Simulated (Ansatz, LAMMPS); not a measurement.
# Forces and charges in glassy 77SiO2-6B2O3-8CaO-8MgO (mol %) (142 atoms)

Wanted: forces, charges and levels of glassy 77SiO2-6B2O3-8CaO-8MgO (mol %) (142 atoms).

Calculated with Ansatz 0.2.0; Kohn-Sham DFT, r2SCAN, PAW (set soft_2), plane waves.

## Step 1: The structure

The cell holds 142 atoms: 37 Si, 6 B, 4 Ca, 4 Mg and 91 O. Cell: a = 12.174 Å, b = 12.174 Å, c = 12.174 Å, α = 90.0°, β = 90.0°, γ = 90.0°. 142 atoms (37 Si, 6 B, 4 Ca, 4 Mg, 91 O) placed at random at 2.31 g/cm³, melted at 3000 K for 20 ps at fixed volume with the Buckingham and Coulomb pair potential of Guillot and Sator (Geochim. Cosmochim. Acta 71, 1249 (2007)) with the boron terms of Wang et al. (J. Non-Cryst. Solids 498, 294 (2018)). Quenched from 3000 K to 300 K at 10 K/ps and fixed volume, held 10 ps at zero pressure.

Limits known from the start: The quench rate of 10 K/ps is orders of magnitude faster than experiment, which tends to freeze in extra defects. The network of bonds at the start is that of the classical potential that made the cell, and needn't be the one that DFT or experiment would give. Only the Γ point is sampled, in a cell whose shortest periodic width is 12 Å.

## Step 2: The classical run that made the cell

A classical potential makes the cell, at a small fraction of what the same run would cost in DFT.

This step: classical MD, Buckingham and Coulomb pair potential of Guillot and Sator (Geochim. Cosmochim. Acta 71, 1249 (2007)) with the boron terms of Wang et al. (J. Non-Cryst. Solids 498, 294 (2018)) (LAMMPS 22 Jul 2025 - Update 4).

File in.lmp:

```
# melt-quench of Si37B6Ca4Mg4O91
units metal
atom_style charge
boundary p p p
region box block 0 12.6576 0 12.6576 0 12.6576
create_box 5 box
mass 1 28.0850   # Si
mass 2 10.8100   # B
mass 3 40.0780   # Ca
mass 4 24.3050   # Mg
mass 5 15.9990   # O
create_atoms 1 random 37 896136 NULL overlap 1.5 maxtry 2000
create_atoms 2 random 6 896143 NULL overlap 1.5 maxtry 2000
create_atoms 3 random 4 896150 NULL overlap 1.5 maxtry 2000
create_atoms 4 random 4 896157 NULL overlap 1.5 maxtry 2000
create_atoms 5 random 91 896164 NULL overlap 1.5 maxtry 2000
pair_style buck/coul/long 9.0
pair_coeff * * 0.0 1.0 0.0
pair_coeff 1 5 50306.10 0.161 46.2978   # Si-O
pair_coeff 2 5 206941.81 0.124 35.0018   # B-O
pair_coeff 3 5 155667.70 0.178 42.2597   # Ca-O
pair_coeff 4 5 32652.64 0.178 27.281   # Mg-O
pair_coeff 5 5 9022.79 0.265 85.0921   # O-O
pair_coeff 2 2 484.40 0.35 0.0   # B-B
pair_coeff 1 2 337.70 0.29 0.0   # Si-B
set type 1 charge 1.89
set type 2 charge 1.4175
set type 3 charge 0.945
set type 4 charge 0.945
set type 5 charge -0.945
kspace_style pppm 1.0e-4
neigh_modify delay 0 every 1 check yes
thermo_style custom step time temp pe press density
thermo_modify norm yes
# [... 17 lines left out ...]
fix md all nvt temp 3000 300 0.1
run 270000 post no
unfix md
thermo 3333
fix md all npt temp 300 300 0.1 iso 0 0 1
run 10000 post no
unfix md
write_dump all custom glass.dump id type xs ys zs modify sort id
```

Run with:

```
lmp -in in.lmp -log none -nocite
```

Numbers of over 12 decimals in the logs are rounded to 6 here.

Output:

```text
LAMMPS (22 Jul 2025 - Update 4)
Created orthogonal box = (0 0 0) to (12.6576 12.6576 12.6576)
Created 37 atoms
Created 6 atoms
Created 4 atoms
Created 4 atoms
Created 91 atoms
PPPM initialization ...
  G vector (1/distance) = 0.33732138
  grid = 12 12 12
  estimated relative force accuracy = 4.0576509e-05
   Step          Time           Temp          PotEng         Press         Density
         0   0              0             -1.1390282      815972.35      2.3070157
       100   0.1            0             -11.071308     -33454.518      2.3070157
       105   0.105          0             -11.080704     -34467.262      2.3070157
[... 19 lines left out ...]
[... 2 lines left out ...]
Loop time of 10.8631 s on 1 MPI rank(s) for 20000 steps with 142 atoms
   Step          Time           Temp          PotEng         Press         Density
[... 12 lines left out ...]
Loop time of 142.78 s on 1 MPI rank(s) for 270000 steps with 142 atoms
   Step          Time           Temp          PotEng         Press         Density
[... 1 line left out ...]
    293304   293.304        316.44205     -11.290486      227.79287      2.6291694
    296637   296.637        305.43844     -11.294689      11741.72       2.6030801
    299970   299.97         288.5197      -11.291379      12794.647      2.6054036
    301000   301            296.95682     -11.28787       1521.1399      2.5928631
Loop time of 6.85839 s on 1 MPI rank(s) for 10000 steps with 142 atoms
```

It took 2.7 min on 1 thread of Arm Neoverse V2, shared host; peak memory 0.072 GiB.

## Step 3: Plane-wave single point

The electrons are solved once, with the atoms held.

File input.yaml:

```yaml
crystal:
  lattice:
    - [12.17424, 0.0, 0.0]
    - [0.0, 12.17424, 0.0]
    - [0.0, 0.0, 12.17424]
  atoms:
    - { symbol: Si, position: [0.3276, 0.75148, 0.00496] }
    - { symbol: Si, position: [0.25056, 0.93991, 0.3505] }
    - { symbol: Si, position: [0.72454, 0.32106, 0.41228] }
    - { symbol: Si, position: [0.33624, 0.23996, 0.23274] }
    - { symbol: Si, position: [0.8629, 0.84813, 0.54401] }
    - { symbol: Si, position: [0.05003, 0.88081, 0.20958] }
    - { symbol: Si, position: [0.15844, 0.59221, 0.88136] }
    - { symbol: Si, position: [0.6467, 0.98735, 0.95432] }
    - { symbol: Si, position: [0.47957, 0.81778, 0.82616] }
    - { symbol: Si, position: [0.14794, 0.92594, 0.9894] }
    - { symbol: Si, position: [0.02072, 0.6299, 0.26298] }
    - { symbol: Si, position: [0.0642, 0.03059, 0.76963] }
    - { symbol: Si, position: [0.08811, 0.25661, 0.87932] }
    - { symbol: Si, position: [0.38425, 0.45252, 0.12345] }
    - { symbol: Si, position: [0.76991, 0.53692, 0.25983] }
    - { symbol: Si, position: [0.25073, 0.661, 0.65213] }
    - { symbol: Si, position: [0.42627, 0.37987, 0.75318] }
    - { symbol: Si, position: [0.19585, 0.52855, 0.4349] }
    - { symbol: Si, position: [0.02934, 0.27816, 0.21608] }
    - { symbol: Si, position: [0.8196, 0.60705, 0.60515] }
    - { symbol: Si, position: [0.84731, 0.92138, 0.79504] }
    - { symbol: Si, position: [0.65584, 0.29316, 0.63994] }
    - { symbol: Si, position: [0.57306, 0.18128, 0.25095] }
    - { symbol: Si, position: [0.95801, 0.24008, 0.4369] }
    - { symbol: Si, position: [0.38514, 0.00577, 0.73117] }
    - { symbol: Si, position: [0.88047, 0.2128, 0.03825] }
    - { symbol: Si, position: [0.86671, 0.01174, 0.33792] }
    - { symbol: Si, position: [0.69172, 0.74864, 0.19137] }
    - { symbol: Si, position: [0.35983, 0.11245, 0.50562] }
    - { symbol: Si, position: [0.14314, 0.48991, 0.1012] }
    - { symbol: Si, position: [0.58505, 0.0605, 0.5956] }
    - { symbol: Si, position: [0.44369, 0.55388, 0.33696] }
    [... 104 atom lines left out ...]
    - { symbol: O, position: [0.95019, 0.96266, 0.24552] }
    - { symbol: O, position: [0.35045, 0.43053, 0.65312] }
    - { symbol: O, position: [0.09467, 0.16307, 0.19526] }
    - { symbol: O, position: [0.18804, 0.40104, 0.47606] }
    - { symbol: O, position: [0.78349, 0.28245, 0.97965] }
    - { symbol: O, position: [0.45521, 0.68534, 0.29997] }
kpoints:
  mp_grid: { grid: [1, 1, 1] }
hamiltonian:
  xc: r2scan
scf:
  occupations: { method: fixed }
output:
  forces: true
  stress: true
  populations: true
  dos:
    method: { smearing: { sigma: 0.15 } }
    de: 0.1
    projected: { site_lists: { B: [B], Ca: [Ca], Mg: [Mg], O: [O], Si: [Si] } }
  eigenvalues: true
  write_density: true
  write_potential: true
  volumetric_format: npy
```

Run with:

```
ansatz run input.yaml --threads 8 --pin off --max-ram 15872MiB --backend cpu --events-out ev --progress --plain --runs-dir out
```

Output:

```text
Engine: ansatz 0.2.0, aarch64-unknown-linux-gnu
Pseudopotentials: kind: paw
Pseudopotential: Si, paw, valence charge 4, recommended cutoff 500 eV (meta_gga), Si.paw.azcp
Pseudopotential: B, paw, valence charge 3, recommended cutoff 500 eV (meta_gga), B.paw.azcp
Pseudopotential: Ca, paw, valence charge 10, recommended cutoff 500 eV (meta_gga), Ca.paw.azcp
Pseudopotential: Mg, paw, valence charge 10, recommended cutoff 500 eV (meta_gga), Mg.paw.azcp
Pseudopotential: O, paw, valence charge 6, recommended cutoff 500 eV (meta_gga), O.paw.azcp
Functional definition: r2SCAN
  parameter k0 = 0.174
  parameter k1 = 0.065
  parameter a1 = 4.9479
  exchange = r2scan_x(k0 = k0, k1 = k1, a1 = a1)
  correlation = r2scan_c
Crystal: 142 atoms, lattice volume = 1804.370 Å³
Basis set: ecut = 500 eV, 45817 PW (Γ), exchange–correlation on 360×360×360 points (64 copies of the dense FFT grid, shifted against one another)
Bands: 538, of which v1, the nominal top of the filled ones, is band 396 counted from 1 (395 counted from 0)
Symmetry: 1 space group operations
Space group: P1 (ITA 1), of the structure as read, at distance tolerance 1.2e-4 Å
k-points: 1
Non-local potential: Si, projectors of the file, l = 0: 2, l = 1: 2, l = 2: 2
Non-local potential: B, projectors of the file, l = 0: 2, l = 1: 2, l = 2: 1
Non-local potential: Ca, projectors of the file, l = 0: 3, l = 1: 2, l = 2: 2
Non-local potential: Mg, projectors of the file, l = 0: 3, l = 1: 2, l = 2: 1
Non-local potential: O, projectors of the file, l = 0: 2, l = 1: 2, l = 2: 1
PAW form: soft (Blöchl's): semilocal exchange-correlation on the pseudo side does not see the compensation charge
PAW frozen core: Si, regenerated for the run's functional (the file was generated under x = pbe(κ = 0.804, μ = 0.219515), c = pbe(β = 0.066725))
PAW frozen core: B, regenerated for the run's functional (the file was generated under x = pbe(κ = 0.804, μ = 0.219515), c = pbe(β = 0.066725))
PAW frozen core: Ca, regenerated for the run's functional (the file was generated under x = pbe(κ = 0.804, μ = 0.219515), c = pbe(β = 0.066725))
PAW frozen core: Mg, regenerated for the run's functional (the file was generated under x = pbe(κ = 0.804, μ = 0.219515), c = pbe(β = 0.066725))
PAW frozen core: O, regenerated for the run's functional (the file was generated under x = pbe(κ = 0.804, μ = 0.219515), c = pbe(β = 0.066725))
PAW one-centre angular grid: Si, 302 points (default); XC on 160 Gauss nodes
PAW one-centre angular grid: B, 302 points (default); XC on 160 Gauss nodes
PAW one-centre angular grid: Ca, 302 points (default); XC on 160 Gauss nodes
PAW one-centre angular grid: Mg, 302 points (default); XC on 224 Gauss nodes
PAW one-centre angular grid: O, 302 points (default); XC on 160 Gauss nodes
Initial density: superposition of atomic densities (neutral atoms: chi_scale 0, normalization atom), corrected by the library's trained network
Initial wavefunctions: pseudopotential atomic-orbital guess
Functional: x = r2scan, c = r2scan; τ floored in thin density (d = 2e-4 eV/Å³)
SCF iter   1: F=—  HF=-91480.220069 eV  |F-HF|=—  |Δ(HF+E_count)|=         —  Δρ=8.28e-3  dr2=1.30e0  dr2_τ=1.14e1  ethr=1.77e-3  ⟨swp⟩=6.0  Hψ=2070  notcnv=0  defer=140
preconditioner: auto → Resta (q_TF=auto, 2.378 Å⁻¹)  ε∞=2.9  [insulator: Δε(μ)=4.032 eV  Ē_g=17.492 eV  n_scr=436 (ndim 8)  ℏωp=24.0 eV  f_vac=0.138  ε∞_Penn≈2.9]
SCF iter   2: F=—  HF=-91484.187311 eV  |F-HF|=—  |Δ(HF+E_count)|=    3.97e0  Δρ=5.06e-3  dr2=3.14e-1  dr2_τ=2.94e-2  ethr=1.64e-4  ⟨swp⟩=3.0  Hψ=1003  notcnv=0  defer=140
SCF iter   3: F=—  HF=-91484.147777 eV  |F-HF|=—  |Δ(HF+E_count)|=   3.95e-2  Δρ=1.38e-3  dr2=3.33e-2  dr2_τ=5.29e-3  ethr=3.97e-5  ⟨swp⟩=2.0  Hψ=688  notcnv=0  defer=140
SCF iter   4: F=—  HF=-91484.143964 eV  |F-HF|=—  |Δ(HF+E_count)|=   3.81e-3  Δρ=5.79e-4  dr2=4.44e-3  dr2_τ=8.93e-4  ethr=4.20e-6  ⟨swp⟩=3.0  Hψ=737  notcnv=0  defer=140
SCF iter   5: F=—  HF=-91484.143391 eV  |F-HF|=—  |Δ(HF+E_count)|=   5.74e-4  Δρ=1.56e-4  dr2=3.76e-4  dr2_τ=3.36e-5  ethr=5.60e-7  ⟨swp⟩=3.0  Hψ=904  notcnv=0  defer=140
SCF iter   6: F=—  HF=-91484.143577 eV  |F-HF|=—  |Δ(HF+E_count)|=   1.86e-4  Δρ=7.01e-5  dr2=7.94e-5  dr2_τ=9.30e-6  ethr=4.75e-8  ⟨swp⟩=3.0  Hψ=779  notcnv=0  defer=140
SCF iter   7: F=—  HF=-91484.144079 eV  |F-HF|=—  |Δ(HF+E_count)|=   5.02e-4  Δρ=1.96e-5  dr2=7.08e-6  dr2_τ=7.56e-7  ethr=1.00e-8  ⟨swp⟩=3.0  Hψ=768  notcnv=0  defer=140
SCF iter   8: F=—  HF=-91484.144083 eV  |F-HF|=—  |Δ(HF+E_count)|=   3.82e-6  Δρ=8.93e-6  dr2=1.46e-6  dr2_τ=1.28e-7  ethr=8.94e-10  ⟨swp⟩=3.0  Hψ=795  notcnv=0  defer=140
SCF iter   9: F=—  HF=-91484.144083 eV  |F-HF|=—  |Δ(HF+E_count)|=   3.31e-7  Δρ=2.46e-6  dr2=1.29e-7  dr2_τ=1.12e-8  ethr=1.84e-10  ⟨swp⟩=3.0  Hψ=768  notcnv=0  defer=140
SCF iter  10: F=-91484.144083 eV  HF=-91484.144083 eV  |F-HF|=3.52e-9  |Δ(HF+E_count)|=   1.07e-7  Δρ=1.70e-6  dr2=4.42e-8  dr2_τ=5.87e-9  ethr=1.26e-11  ⟨swp⟩=25.0  Hψ=5956  notcnv=0
SCF 1 converged in 10 iterations: F = -91484.144083 eV  dr2 = 4.42e-8
  greatest PAW one-centre occupation: 1.000 electrons in one spin orbital (limit 2), on the Mg atom at site 50 (counted from 0), in its partial waves of l = 0
SCF converged after 10 iterations
Free energy (F): -91484.144083 eV
Harris-Foulkes:  -91484.144083 eV  (|F-HF|=3.52e-9)
Internal energy: -91484.144083 eV  (E = F + TS)
E sigma→0 (E₀):  -91484.144083 eV
Fermi energy:    4.251510 eV
--- Per-component energies (eV) ---
  E_band       = -5499.082835
  E_kinetic    = 19654.841499
  E_local      = -57671.695825  (includes V_loc(G=0)·N_el)
  E_nonlocal   = 5850.631606
  E_hartree    = 21314.944150
  E_xc         = -9485.162469
  E_vxc        = -12769.823048  (∫ρ·V_xc dr)
  E_paw        = -38982.307337  (= ΣΔE_a)
  E_vpaw       = -3997.332417  (= ΣTr[D̂ρ^β])
  E_aug_tail   = 0.096896  (compensation charges beyond the density's cutoff)
  E_vtau       = 804.317958  (kinetic-family band-sum trace: ∫τ·v_τ [+ j·A + Jᵃ·Aᵃ] dr)
  E_ewald      = -32158.659814
  E_core_change = -6.832790  (= ΣΔE_core)
  E_smearing   = -0.000000  (= −TS)
  E_closure    = 0.000000  (closes the sum)
  Σ components = -91484.144083   (vs F -91484.144083, Δ=0.00e0)
--- Forces (eV/Å), atoms counted from 1 ---
  atom   1  Si     1.14215021    -1.05519210    -0.07510341
  atom   2  Si    -0.41276905    -2.49118436     0.56730431
  atom   3  Si    -0.59581900     1.26037562    -0.39974354
  atom   4  Si    -1.06766429    -0.31641935     0.49841299
  atom   5  Si     3.25703100    -1.32480505     2.09089316
  atom   6  Si     0.06486424     0.44919311     0.25224553
  atom   7  Si     0.44834427     0.33485727     3.20831663
  atom   8  Si    -2.70237601    -2.63752490     0.24218282
  atom   9  Si     3.55959763     0.95281760     1.32730749
  atom  10  Si     1.06919302     1.30292997     1.86384910
  atom  11  Si     0.27172077    -0.94815100    -1.16280033
  atom  12  Si     0.23446562    -1.38489766    -0.15001360
  atom  13  Si    -0.09462463     0.43362268     2.08448919
  atom  14  Si     0.09289441     0.60009434     0.05321873
[...]
atom 141  O     -0.02126652     0.11479911    -0.04339444
  atom 142  O      0.04854780     1.25173557    -0.48624751
  max |Σ_I F_I| component: 9.42e-5 eV/Å
--- Stress (GPa, compression-positive) ---
       -4.613303      -0.487434      -0.191287
       -0.487432      -3.817145      -0.263180
       -0.191290      -0.263185      -5.623614
  P = ⅓ Tr σ = -4.6847 GPa (-46.847 kbar)
--- Band table (eV) ---
  k-point 0: bands = ["-73.1390", "-72.7756", "-72.4094", "-72.1427", [... 522 levels ...], "14.3213", "14.3823", "14.4236", "14.4506", "14.4573", "14.4905", "14.5067", "14.5606", "14.5898", "14.6274", "14.6595", "14.6950"]
--- Löwdin populations: 142 sites ---
  site symbol       q [e]
     0     Si      2.1353
     1     Si      2.1580
     2     Si      2.1354
[...]
141      O      6.6660
  spilling = 0.012640 (of n_electrons = 792.000000)
```

Elapsed: 47 s, on 8 threads of Arm Neoverse V2, shared host; peak memory 5.4 GiB.

The column dr2 measures how far the density is from self-consistency, as an energy; F and HF (Harris–Foulkes) agree once it is small.

Read from the output:

```yaml
free_energy: -91484.1441 eV
free_energy_per_atom: -644.2545 eV/atom
scf_cycles: 10
pressure: -4.685 GPa
r_m_s_force_component: 1.085 eV/Å
longest_force: 4.589 eV/Å
fermi_energy: 4.252 eV
spacing_of_highest_filled_and_lowest_empty_level: 3.744 eV
spilling_of_the_projection: 0.01264
```

Length of the force by element:

| element | coordination | atoms | mean length of the force (eV/Å) | spread | least | most |
| --- | --- | --- | --- | --- | --- | --- |
| B | all | 6 | 2.74 | 1.39 | 0.525 | 4.59 |
| Ca | all | 4 | 1.46 | 0.221 | 1.11 | 1.66 |
| Mg | all | 4 | 1.35 | 0.513 | 0.579 | 2.01 |
| O | all | 91 | 1.31 | 0.677 | 0.0876 | 3.94 |
| Si | all | 37 | 2.29 | 1.01 | 0.519 | 4.45 |

Löwdin charges by element (they lack the spilled electrons, 0.070 e an atom on average):

| element | coordination | atoms | mean charge (e) | spread | least | most |
| --- | --- | --- | --- | --- | --- | --- |
| B | all | 6 | 0.661 | 0.0507 | 0.576 | 0.716 |
| Ca | all | 4 | 1.80 | 0.003 | 1.79 | 1.80 |
| Mg | all | 4 | 1.67 | 0.0167 | 1.65 | 1.69 |
| O | all | 91 | -0.825 | 0.108 | -1.07 | -0.6 |
| Si | all | 37 | 1.82 | 0.0498 | 1.65 | 1.87 |

States in the cell by windows of 1 eV, zero at the Fermi level; the larger projections on atomic orbitals stand beside the total:

| from (eV) | to (eV) | total | O p | Si p |
| --- | --- | --- | --- | --- |
| -14 | -12 | 0.0 | 0.0 | 0.0 |
| -12 | -11 | 7.4 | 5.0 | 0.2 |
| -11 | -10 | 19.9 | 13.6 | 0.9 |
| -10 | -9 | 22.8 | 15.9 | 1.6 |
| -9 | -8 | 32.1 | 23.5 | 3.8 |
| -8 | -7 | 53.8 | 41.0 | 9.2 |
| -7 | -6 | 28.4 | 22.2 | 3.9 |
| -6 | -5 | 54.4 | 45.4 | 4.1 |
| -5 | -4 | 83.9 | 74.8 | 4.0 |
| -4 | -3 | 98.7 | 91.7 | 2.9 |
| -3 | -2 | 88.9 | 84.4 | 1.6 |
| -2 | -1 | 37.6 | 36.0 | 0.6 |
| -1 | 0 | 17.0 | 16.1 | 0.3 |
| 0 | 1 | 1.2 | 1.2 | 0.0 |
| 1 | 3 | 0.0 | 0.0 | 0.0 |
| 3 | 4 | 2.0 | 0.1 | 0.1 |
| 4 | 5 | 6.8 | 0.6 | 0.7 |

With fixed occupations the program's Fermi level is the highest filled level; weight inside the gap is the broadening of levels at its edges.

Between -26 and -14 eV lie 206 more states.

The stored curve holds about 752 of the 792 electrons; the rest, give or take the few that broadening carries across the Fermi level, lie in deeper levels below its range.

The levels nearest the highest filled one (over half full), pooled over k-points and spins:

| level less the highest filled one (eV) | occupation |
| --- | --- |
| -0.648 | 2 |
| -0.542 | 2 |
| -0.532 | 2 |
| -0.159 | 2 |
| -0.138 | 2 |
| 0 | 2 |
| 3.74 | 0 |
| 4.59 | 0 |
| 4.86 | 0 |
| 4.95 | 0 |
| 5.00 | 0 |
| 5.09 | 0 |

Valence density in the ac plane at fractional y = 0.296, with atoms of Si and B and Ca and O within 0.2 Å of it. It is the smooth field of the valence electrons, not physical close to the nuclei.

Values in e/Å³, 13 rows by 16 columns, each cell a mean:
```
0.8 0.2 0.5 1.4 0.4 0.1 0.1 0.1 1.1 1.8 0.3 0.6 3.6 1.4 0.2 0.8
0.4 0.4 0.3 0.4 0.3 1.4 0.6 0.1 0.4 0.7 0.1 0.1 0.2 0.1 0.0 0.1
0.7 1.0 0.2 0.1 0.5 4.5 2.0 0.2 0.1 0.1 0.1 0.1 0.1 0.0 0.0 0.1
0.2 0.3 1.1 1.8 0.3 0.3 0.3 0.6 2.9 1.0 0.2 0.7 0.7 0.1 0.1 0.2
0.1 0.2 2.6 4.4 0.6 0.0 0.0 0.4 2.0 0.9 0.2 0.4 0.3 0.1 0.3 0.5
0.7 0.4 0.2 0.4 0.2 0.2 0.0 0.0 0.1 0.4 1.2 0.4 0.1 0.2 0.1 0.2
0.5 0.2 0.1 0.3 0.8 0.5 0.1 0.0 0.0 0.5 1.8 0.6 0.8 4.2 1.6 0.3
0.8 0.1 0.1 0.6 0.8 0.2 0.0 0.0 0.0 0.1 0.3 0.3 0.6 2.1 0.9 0.6
4.3 0.4 0.2 2.8 3.9 0.4 0.1 0.2 0.1 0.1 0.5 0.5 0.1 0.1 0.1 2.2
0.9 0.2 0.1 0.9 1.3 0.4 0.2 0.3 0.1 0.1 0.1 0.1 0.0 0.0 0.2 0.5
0.2 0.3 0.1 0.1 0.4 1.8 0.6 0.1 0.1 0.2 0.1 0.0 0.0 0.3 2.4 1.2
0.1 0.1 0.1 0.0 0.4 2.3 0.7 0.1 0.1 0.3 0.1 0.0 0.1 0.3 1.2 0.6
0.2 0.1 0.1 0.2 0.1 0.1 0.1 0.1 0.2 0.3 0.1 0.3 1.9 0.9 0.2 0.3
```
Columns run along a (12.2 Å), rows up along c (12.2 Å). Atoms in or near the plane, at fractional coordinates: Si at (0.66, 0.64), B at (0.24, 0.44), Ca at (0.19, 0.66), O at (0.25, 0.32), O at (0.01, 0.34), O at (0.84, 0.47), O at (0.35, 0.81), O at (0.78, 0.98).

Electrostatic potential energy in the ac plane at fractional y = 0.296, with atoms of Si and B and Ca and O within 0.2 Å of it. With pseudopotentials it is smooth inside the atoms' cores, unlike the true potential.

Ten even steps from '0' (-44 eV) to '9' (11 eV), each cell a mean:
```
7888897689999999986468999411599997
8754687689988999985248998866999998
8510278999888999998789888889999999
8632478999632599999999887889999999
9867888999510388999999988999999999
9888888889865778889999999999999999
8998753368899888743587778789998888
8888500026899999721352015789987667
8888610027899999986740003799987667
8998865578999999999863126899988778
8899988888999999999986578999999888
8899998878789999999984368887447888
7899987324789999999998664563003655
6899985001789999999998620035336534
4699997535899999999998720037888764
0279998301699999999999875678999971
1379998301578899999999998899999984
2247899866645789999999999999999986
0005899997534789999999999999999873
1136899998744799999999999999984355
7778999999522699999999999999984368
9999999999866899999999999999998899
9999999999999999988889999999988899
9999999999999999987788999733788899
```
Columns run along a (12.2 Å; values clipped at the 3rd and 97th percentile), rows up along c (12.2 Å). Atoms in or near the plane, at fractional coordinates: Si at (0.66, 0.64), B at (0.24, 0.44), Ca at (0.19, 0.66), O at (0.25, 0.32), O at (0.01, 0.34), O at (0.84, 0.47), O at (0.35, 0.81), O at (0.78, 0.98).

Mean Löwdin charges: B +0.66, Ca +1.80, Mg +1.67, O -0.82, Si +1.82 e (they miss 1.3 % of the electrons, so they add up to more than the cell's charge).

(Part 1 of 2 ends here.)

[Logs are printed without paths, hosts, clocks, repeated set-up lines and the standing remarks that a program may print on its own settings, such as how far it seeks lower states.]

[Hosts, paths, dates, database ids (printed as entryN), source tags and the programs' standing remarks are cut or masked in the printed files.]
